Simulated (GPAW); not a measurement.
## CaZrN2 (R-3m): G0W0 on several meshes in GPAW

Aim: the GW shift of CaZrN2 (R-3m) against the k mesh.

Method: LDA and many-body steps on it, plane waves, in GPAW 26.7.0.

## 1. The structure

It takes space group R-3m (No. 166, trigonal). The conventional cell has a = 3.314 Å, b = 3.314 Å, c = 16.820 Å, α = 90.00°, β = 90.00°, γ = 120.00°. Ca has 6 N at 2.50 Å nearest. Zr has 6 N at 2.26 Å nearest. N has 3 Zr at 2.26 Å and 3 Ca at 2.50 Å nearest. Farther neighbours and most contacts between anions are not listed.

Coordinates:

```cif
data_structure
_symmetry_space_group_name_H-M 'R-3m:H'
_symmetry_Int_Tables_number 166
_cell_length_a 3.3142
_cell_length_b 3.3142
_cell_length_c 16.8201
_cell_angle_alpha 90.000
_cell_angle_beta 90.000
_cell_angle_gamma 120.000
_cell_volume 160.00
loop_
_atom_site_label
_atom_site_type_symbol
_atom_site_symmetry_multiplicity
_atom_site_Wyckoff_symbol
_atom_site_fract_x
_atom_site_fract_y
_atom_site_fract_z
_atom_site_occupancy
Ca1 Ca 3 a 0.00000 0.00000 0.00000 1
Zr1 Zr 3 b 0.66667 0.33333 0.83333 1
N1 N 6 c 0.33333 0.66667 0.90479 1
```

The cell and positions are those that the Materials Project relaxed with its own functionals (PBE, PBE+U or r2SCAN), kept fixed.

## 2. Empty states on the mesh, 4×4×4 mesh, 255 bands

This step: GPAW 26.7.0; DFT, LDA, plane waves, PAW.

The sums over transitions need many empty states on a uniform mesh; this step solves for them.

File run.py:

```python
import json
import numpy as np
from gpaw.mpi import world
from gpaw import GPAW

calc = GPAW('gs.gpw').fixed_density(kpts={'size': (4, 4, 4), 'gamma': True},
    parallel={'domain': 1, 'band': 1},
    txt='nscf.txt')
calc.diagonalize_full_hamiltonian(nbands=255)
calc.write('full.gpw', mode='all')
res = {}
kpts = calc.get_ibz_k_points()
res['kpts'] = kpts
res['eigenvalues'] = [calc.get_eigenvalues(kpt=k) for k in range(len(kpts))]
res['n_electrons'] = calc.get_number_of_electrons()

if world.rank == 0:
    with open('result.json', 'w') as f:
        json.dump(res, f, default=lambda x: x.tolist())
```

On the command line:

```console
> mpirun -n 4 gpaw python run.py
```

Numbers of over 12 decimals in the logs are rounded to 6 here.

Output:

```text
Diagonalizing LCAO Hamiltonian
Converting LCAO to pw mode
convergence criteria:
- Maximum integral of absolute [eigenst]ate change: 4e-08 eV^2 / valence electron
maximum number of iterations: 100

SCF iterations
|iter     |     time |      energy | eigst |  dens |
|iter:   1|  |             | +1.14 |       |
|iter:   2|  |             | +0.31 |       |
|iter:   3|  |             | -0.38 |       |
[...]
|iter:  47|  |             | -7.09 |       |
|iter:  48|  |             | -7.31 |       |
|iter:  49|  |             | -7.62c|       |
SCF steps: 49
  __  _  _
 | _ |_)|_||  |
 |__||  | ||/\| - 26.7.0

Input parameters:
  mode=PW(ecut=600.0),
  convergence={'density': 1e-06, 'bands': -3},
  gpts=array([35, 35, 35]),
  kpts=MonkhorstPack(size=(4, 4, 4), gamma=True),
  maxiter=100,
  nbands=24,
  occupations=Occupations(name='fermi-dirac', width=0.001, fixmagmom=False),
  parallel={'domain': 1, 'band': 1},
  xc=XC(name='LDA')
Matrix size: 1781x1781
# Writing to full.gpw (mode='all')
  [... matrices ...]

timing:  # [seconds]
  Total: 32.202  # ━━━━━━━━━━━━━━━━━━━━━━━━━━━━━━━━━━━━━━━━━━━━━━━━━━━━━━━━━━
```

Elapsed: 64 s, on 4 MPI ranks of Arm Neoverse V1, shared host; peak memory 1.9 GiB; 4.2 min of CPU time.

Numbers from this step:

```
gap                                                           : 0.3956 eV
k of the valence top                                          : 0, 0, 0
k of the conduction bottom                                    : 0.5, 0.5, 0
least direct gap                                              : 1.027 eV
k points computed                                             : 13
lowest point of the top converged band, above the valence top : 142.0140 eV
```

On this mesh the gap is 0.396 eV.

## 3. 4×4×4

Now the one-shot GW correction: screening in the RPA, then the self-energy of the levels asked for.

This step: G0W0 on LDA, plane waves, PAW.

File run.py:

```python
import json
import numpy as np
from gpaw.mpi import world
from gpaw.response.g0w0 import G0W0

gw = G0W0('full.gpw',
    filename='gw',
    kpts=[0, 10],
    bands=(14, 18),
    ecut=48,
    nbands=40,
    integrate_gamma='WS',
    ppa=True)
gw.calculate()
res = {mode: {k: v for k, v in r.items() if k != 'sigma_eskwn'}
       for mode, r in gw.all_results.items()}

if world.rank == 0:
    with open('result.json', 'w') as f:
        json.dump(res, f, default=lambda x: x.tolist())
```

On the command line:

```console
> mpirun -n 4 gpaw python run.py
```

Output:

```text
Using integrator: PointIntegrator
FrequencyGridDescriptor(from 0.000+0.000j to 0.000+27.211j eV, 2 points)
Nonperiodic BCs:  [False False False]
Using integrator: PointIntegrator
FrequencyGridDescriptor(from 0.000+0.000j to 0.000+27.211j eV, 2 points)
Nonperiodic BCs:  [False False False]
  ___  _ _ _
 |   || | | |
 | | || | | |
 |__ ||_____|
 |___|

BZ k-points: Symmetries present (total): 12

  [... matrices ...]
64 k-points: 4 x 4 x 4 Monkhorst-Pack grid + [1/8,1/8,1/8]
13 k-points in the irreducible part of the Brillouin zone
       k-points in crystal coordinates                weights
   0:     0.00000000    0.00000000    0.00000000          1/64
   1:     0.25000000    0.00000000   -0.25000000          6/64
   2:     0.25000000    0.00000000    0.00000000          6/64
   3:     0.25000000    0.25000000   -0.25000000          6/64
   4:     0.25000000    0.25000000    0.00000000          6/64
   5:     0.25000000    0.25000000    0.25000000          2/64
   6:     0.50000000    0.00000000    0.00000000          3/64
   7:     0.50000000    0.25000000   -0.25000000          6/64
   8:     0.50000000    0.25000000    0.00000000         12/64
   9:     0.50000000    0.25000000    0.25000000          6/64
          ...
  12:     0.50000000    0.50000000    0.50000000          1/64

Distributing spins, k-points and bands (1 x 2 x 4) over 4 processes
Number of blocks: 1

Quasi particle states:
k-points (IBZ indices): [0, 10]
Band range: (14, 18)
  [... matrices ...]
Computational parameters:
Plane wave cut-off: 48 eV
Number of bands: 40
Coulomb cutoff: None
Broadening: 0.1 eV

fxc modes: GW
Kernel: RPA
Using Godby-Needs plasmon-pole approximation:
  Fitting energy: i*E0, E0 = 1.000 Hartree
Summing all q:

Calculating screened Coulomb potential
No Coulomb truncation
FrequencyGridDescriptor(from 0.000+0.000j to 0.000+27.211j eV, 2 points)
Removing empty qpoint cache files...

Calculating chi0 body with:
    Ground state adapter containing:
    Number of spins: 1
    Number of kpoints: 64
    Number of irreducible kpoints: 13
    Number of completely occupied states: 16
    Number of partially occupied states: 16
    Occupied states memory: 10.467529296875 M / cpu

    Linear response parametrization:
    q_c: [0.0, 0.0, 0.0]
    Number of frequency points: 2
    Planewave cutoff: 48.0
    Number of bands: 40
    Number of planewaves: 37
    Broadening (eta): 1e-06
    comm.size: 4
    kncomm.size: 4
    blockcomm.size: 1

    Memory estimate of potentially large arrays:
        chi0_wGG: 0.041779 M / cpu
Integrating chi0 body.

Symmetries of q_c:
    Direct symmetries (Uq -> q): 12
    Indirect symmetries (TUq -> q): 0
In total 12 allowed symmetries.

  [... matrices ...]
13 groups of equivalent kpoints. 79.6875% reduction.

Integral kind: response function
Integrating chi0 head and wings.

Symmetries of q_c:
    Direct symmetries (Uq -> q): 12
    Indirect symmetries (TUq -> q): 0
In total 12 allowed symmetries.

  [... matrices ...]
13 groups of equivalent kpoints. 79.6875% reduction.

Integral kind: response function wings

Calculating chi0 body with:
    Ground state adapter containing:
    Number of spins: 1
    Number of kpoints: 64
    Number of irreducible kpoints: 13
    Number of completely occupied states: 16
    Number of partially occupied states: 16
    Occupied states memory: 10.467529296875 M / cpu

[... the further q-points ...]

Results:
f:      Occupation numbers
eps:     KS-eigenvalues [eV]
vxc:     KS vxc [eV]
exx:     Exact exchange [eV]
sigma:   Self-energies [eV]
dsigma:  Self-energy derivatives
Z:       Renormalization factors
qp:      QP-energies [eV]

k-point 0 (0): (0.000, 0.000, 0.000)                GW
band       f     eps     vxc     exx   sigma  dsigma       Z      qp
                                                                   GW
  14   1.000   8.024 -17.881 -20.679   3.860  -0.275   0.784   8.857
  15   1.000   8.024 -17.881 -20.679   3.859  -0.275   0.784   8.856
  16   0.000  10.573 -16.639 -10.264  -3.944  -0.233   0.811  12.544
  17   0.000  10.573 -16.639 -10.264  -3.944  -0.233   0.811  12.544

k-point 1 (10): (0.500, 0.500, 0.000)                GW
band       f     eps     vxc     exx   sigma  dsigma       Z      qp
                                                                   GW
  14   1.000   7.357 -17.533 -20.461   3.799  -0.279   0.782   8.039
  15   1.000   7.393 -17.712 -20.852   3.999  -0.278   0.783   8.065
  16   0.000   8.420 -13.886  -8.937  -3.102  -0.222   0.819   9.932
  17   0.000  12.900 -18.919 -11.687  -4.392  -0.270   0.787  15.136
```

The job ended after 55 s (4 MPI ranks; peak memory 2.1 GiB; 3.7 min of CPU time).

This step gave:

```yaml
g0w0_gap_on_the_points_computed: 1.074 eV
least_direct_g0w0_gap_on_the_computed_points: 1.866 eV
z_at_the_valence_top: 0.7841
z_at_the_conduction_bottom: 0.8186
starting_gap_on_the_mesh: 0.3956 eV
k_of_the_valence_top: 0, 0, 0
k_of_the_conduction_bottom: 0.5, 0.5, 0
```

The gap on the mesh goes from 0.40 eV to 1.07 eV, a correction of +0.68 eV.

## 4. Empty states on the mesh, 6×6×6 mesh, 50 bands

This step: DFT, LDA, plane waves, PAW.

File run.py:

```python
import json
import numpy as np
from gpaw.mpi import world
from gpaw import GPAW

calc = GPAW('gs.gpw').fixed_density(kpts={'size': (6, 6, 6), 'gamma': True},
    nbands=58,
    convergence={'bands': 50},
    txt='nscf.txt')
calc.write('full.gpw', mode='all')
res = {}
kpts = calc.get_ibz_k_points()
res['kpts'] = kpts
res['eigenvalues'] = [calc.get_eigenvalues(kpt=k) for k in range(len(kpts))]
res['n_electrons'] = calc.get_number_of_electrons()

if world.rank == 0:
    with open('result.json', 'w') as f:
        json.dump(res, f, default=lambda x: x.tolist())
```

On the command line:

```console
> mpirun -n 4 gpaw python run.py
```

Output:

```text
Diagonalizing LCAO Hamiltonian
Converting LCAO to pw mode
convergence criteria:
- Maximum integral of absolute [eigenst]ate change: 4e-08 eV^2 / valence electron
maximum number of iterations: 100

SCF iterations
|iter     |     time |      energy | eigst |  dens |
|iter:   1|  |             | +3.56 |       |
|iter:   2|  |             | +2.20 |       |
|iter:   3|  |             | +0.95 |       |
[...]
|iter:   9|  |             | -6.33 |       |
|iter:  10|  |             | -7.34 |       |
|iter:  11|  |             | -7.94c|       |
SCF steps: 11
  __  _  _
 | _ |_)|_||  |
 |__||  | ||/\| - 26.7.0

Input parameters:
  mode=PW(ecut=600.0),
  convergence={'bands': 50},
  gpts=array([35, 35, 35]),
  kpts=MonkhorstPack(size=(6, 6, 6), gamma=True),
  maxiter=100,
  nbands=58,
  occupations=Occupations(name='fermi-dirac', width=0.001, fixmagmom=False),
  parallel={},
  xc=XC(name='LDA')
# Writing to full.gpw (mode='all')
  [... matrices ...]

timing:  # [seconds]
  Total: 0.053  # ━━━━━━━━━━━━━━━━━━━━━━━━━━━━━━━━━━━━━━━━━━━━━━━━━━━━━━━━━━━
```

It took 44 s on 4 MPI ranks; peak memory 1.1 GiB.

This step gave:

- gap: 0.3956 eV
- k of the valence top: 0, 0, 0
- k of the conduction bottom: 0.5, 0.5, 0
- least direct gap: 1.027 eV
- k points computed: 32
- lowest point of the top converged band, above the valence top: 30.83 eV

On this mesh the gap is 0.396 eV.

## 5. 6×6×6

This step: G0W0 on LDA, plane waves, PAW.

File run.py:

```python
import json
import numpy as np
from gpaw.mpi import world
from gpaw.response.g0w0 import G0W0

gw = G0W0('full.gpw',
    filename='gw',
    kpts=[0, 28],
    bands=(14, 18),
    ecut=48,
    nbands=40,
    integrate_gamma='WS',
    ppa=True)
gw.calculate()
res = {mode: {k: v for k, v in r.items() if k != 'sigma_eskwn'}
       for mode, r in gw.all_results.items()}

if world.rank == 0:
    with open('result.json', 'w') as f:
        json.dump(res, f, default=lambda x: x.tolist())
```

On the command line:

```console
> mpirun -n 4 gpaw python run.py
```

Output:

```text
Using integrator: PointIntegrator
FrequencyGridDescriptor(from 0.000+0.000j to 0.000+27.211j eV, 2 points)
Nonperiodic BCs:  [False False False]
Using integrator: PointIntegrator
FrequencyGridDescriptor(from 0.000+0.000j to 0.000+27.211j eV, 2 points)
Nonperiodic BCs:  [False False False]
  ___  _ _ _
 |   || | | |
 | | || | | |
 |__ ||_____|
 |___|

BZ k-points: Symmetries present (total): 12

  [... matrices ...]
216 k-points: 6 x 6 x 6 Monkhorst-Pack grid + [1/12,1/12,1/12]
32 k-points in the irreducible part of the Brillouin zone
       k-points in crystal coordinates                weights
   0:     0.00000000    0.00000000    0.00000000          1/216
   1:     0.16666667    0.00000000   -0.16666667          6/216
   2:     0.16666667    0.00000000    0.00000000          6/216
[...]
9:     0.33333333    0.00000000    0.00000000          6/216
          ...
  31:     0.50000000    0.50000000    0.50000000          1/216

Distributing spins, k-points and bands (1 x 2 x 4) over 4 processes
Number of blocks: 1

Quasi particle states:
k-points (IBZ indices): [0, 28]
Band range: (14, 18)
  [... matrices ...]
Computational parameters:
Plane wave cut-off: 48 eV
Number of bands: 40
Coulomb cutoff: None
Broadening: 0.1 eV

fxc modes: GW
Kernel: RPA
Using Godby-Needs plasmon-pole approximation:
  Fitting energy: i*E0, E0 = 1.000 Hartree
Summing all q:

Calculating screened Coulomb potential
No Coulomb truncation
FrequencyGridDescriptor(from 0.000+0.000j to 0.000+27.211j eV, 2 points)
Removing empty qpoint cache files...

Calculating chi0 body with:
    Ground state adapter containing:
    Number of spins: 1
    Number of kpoints: 216
    Number of irreducible kpoints: 32
    Number of completely occupied states: 16
[...]
Number of frequency points: 2
    Planewave cutoff: 48.0
    Number of bands: 40
    Number of planewaves: 37
    Broadening (eta): 1e-06
    comm.size: 4
    kncomm.size: 4
    blockcomm.size: 1

    Memory estimate of potentially large arrays:
        chi0_wGG: 0.041779 M / cpu
Integrating chi0 body.

Symmetries of q_c:
    Direct symmetries (Uq -> q): 12
    Indirect symmetries (TUq -> q): 0
In total 12 allowed symmetries.

  [... matrices ...]
32 groups of equivalent kpoints. 85.185185% reduction.

Integral kind: response function
Integrating chi0 head and wings.

Symmetries of q_c:
    Direct symmetries (Uq -> q): 12
    Indirect symmetries (TUq -> q): 0
In total 12 allowed symmetries.

  [... matrices ...]
32 groups of equivalent kpoints. 85.185185% reduction.

Integral kind: response function wings

Calculating chi0 body with:
    Ground state adapter containing:
    Number of spins: 1
    Number of kpoints: 216
    Number of irreducible kpoints: 32
    Number of completely occupied states: 16
    Number of partially occupied states: 16
[... the further q-points ...]

Results:
f:      Occupation numbers
eps:     KS-eigenvalues [eV]
vxc:     KS vxc [eV]
exx:     Exact exchange [eV]
sigma:   Self-energies [eV]
dsigma:  Self-energy derivatives
Z:       Renormalization factors
qp:      QP-energies [eV]

k-point 0 (0): (0.000, 0.000, 0.000)                GW
band       f     eps     vxc     exx   sigma  dsigma       Z      qp
                                                                   GW
  14   1.000   8.024 -17.881 -20.523   3.718  -0.274   0.785   8.869
  15   1.000   8.024 -17.881 -20.523   3.717  -0.274   0.785   8.868
  16   0.000  10.573 -16.639 -10.348  -3.858  -0.231   0.813  12.550
[...]
k-point 1 (28): (0.500, 0.500, 0.000)                GW
band       f     eps     vxc     exx   sigma  dsigma       Z      qp
                                                                   GW
[...]
16   0.000   8.420 -13.886  -9.087  -2.954  -0.220   0.820   9.933
  17   0.000  12.900 -18.919 -11.687  -4.375  -0.252   0.799  15.181
```

It took 6.8 min on 4 MPI ranks; peak memory 3.7 GiB.

Numbers from this step:

- G0W0 gap on the points computed: 1.064 eV
- least direct G0W0 gap on the computed points: 1.856 eV
- Z at the valence top: 0.7851
- Z at the conduction bottom: 0.8198
- starting gap on the mesh: 0.3956 eV
- k of the valence top: 0, 0, 0
- k of the conduction bottom: 0.5, 0.5, 0

Against G0W0 in GPAW (4×4×4 mesh, 40 bands, screening to 48 eV, Godby-Needs plasmon pole), the gap moves by −0.010 eV.

## 6. Side by side

Times are wall times on 4 MPI ranks of Arm Neoverse V1, shared host, good to a factor of about two.

```csv
run,mesh,bands,screening cutoff (eV),DFT gap (eV),gap on the mesh (eV),direct (eV),time
4×4×4,4×4×4,40,48,0.396,1.074,1.866,55 s
6×6×6,6×6×6,40,48,0.396,1.064,1.856,6.8 min
```

## 7. Results

```json
{"4×4×4": "1.074 eV", "6×6×6": "1.064 eV", "known limits": "not at the basis limit; no spin-orbit coupling; coarse k mesh"}
```

6×6×6: −0.010 eV against 4×4×4. Bands and cutoff are finite, so the gap is not at the basis limit. The miss can reach some tenths of an eV and take either sign; the mesh is an error of its own. These stock PAW sets were not made for GW. In the G0W0 runs levels were corrected at 2 k points alone, so a gap called «on the mesh» is the least over those, and an edge elsewhere would be missed. The 4×4×4 mesh is coarse for this cell, which bears on the long-range parts of exchange and screening. The many-body steps are scalar-relativistic: spin-orbit coupling is not in them.

[Paths, hosts, dates, memory and timing lines, banners, echoed tables and standing remarks are left out of the program output.]

[Logs are printed without paths, hosts, clocks, repeated set-up lines and the standing remarks that a program may print on its own settings, such as how far it seeks lower states.]

[Runs of the session that timed out or met a known fault of the program may be left out.]

[Hosts, paths, dates, database ids (printed as entryN), source tags and the programs' standing remarks are cut or masked in the printed files.]
